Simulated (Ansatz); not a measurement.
Rows from a G0W0 calculation on Y2CF2 (MXene monolayer) (Ansatz 0.2.0; G0W0 on PBE, plane waves, PAW; 6×6×1 mesh, 122 empty bands, screening to 28 eV), in eV. Spin-orbit coupling is left out.

```csv
row,k,band,start,Σx,Σc at the solution,Vxc
A,Γ,c2,-1.281,-3.976,-2.660,-7.197
B,Γ,v1,-4.278,-17.163,2.166,-15.153
C,"(0.000, -0.500, 0.000)",c1,-3.167,-8.843,-3.520,-13.264
D,Γ,c1,-1.447,-3.771,-2.685,-6.989
E,"(0.000, -0.500, 0.000)",c2,0.052,-7.751,-4.575,-13.395
F,"(0.000, -0.500, 0.000)",v1,-4.445,-17.061,2.267,-14.959
```

Q: Give the quasiparticle energies and the shift of each level.

The quasiparticle equation reads E = start + Σx + Σc(E) − Vxc.

```csv
row,E (eV),shift (eV)
A,-0.720,+0.561
B,-4.122,+0.156
C,-2.265,+0.902
D,-0.914,+0.533
E,1.121,+1.069
F,-4.280,+0.165
```

Limits: not at the basis limit; coarse mesh for a sheet; no spin-orbit coupling.

[Paths, hosts, dates, memory and timing lines, banners, echoed tables and standing remarks are left out of the program output.]

[Logs are printed without paths, hosts, clocks, repeated set-up lines and the standing remarks that a program may print on its own settings, such as how far it seeks lower states.]

[Runs of the session that timed out or met a known fault of the program may be left out.]

[Cells called generated may have been cut or substituted from an entry of the Crystallography Open Database or the Materials Project.]

[Hosts, paths, dates, database ids (printed as entryN), source tags and the programs' standing remarks are cut or masked in the printed files.]
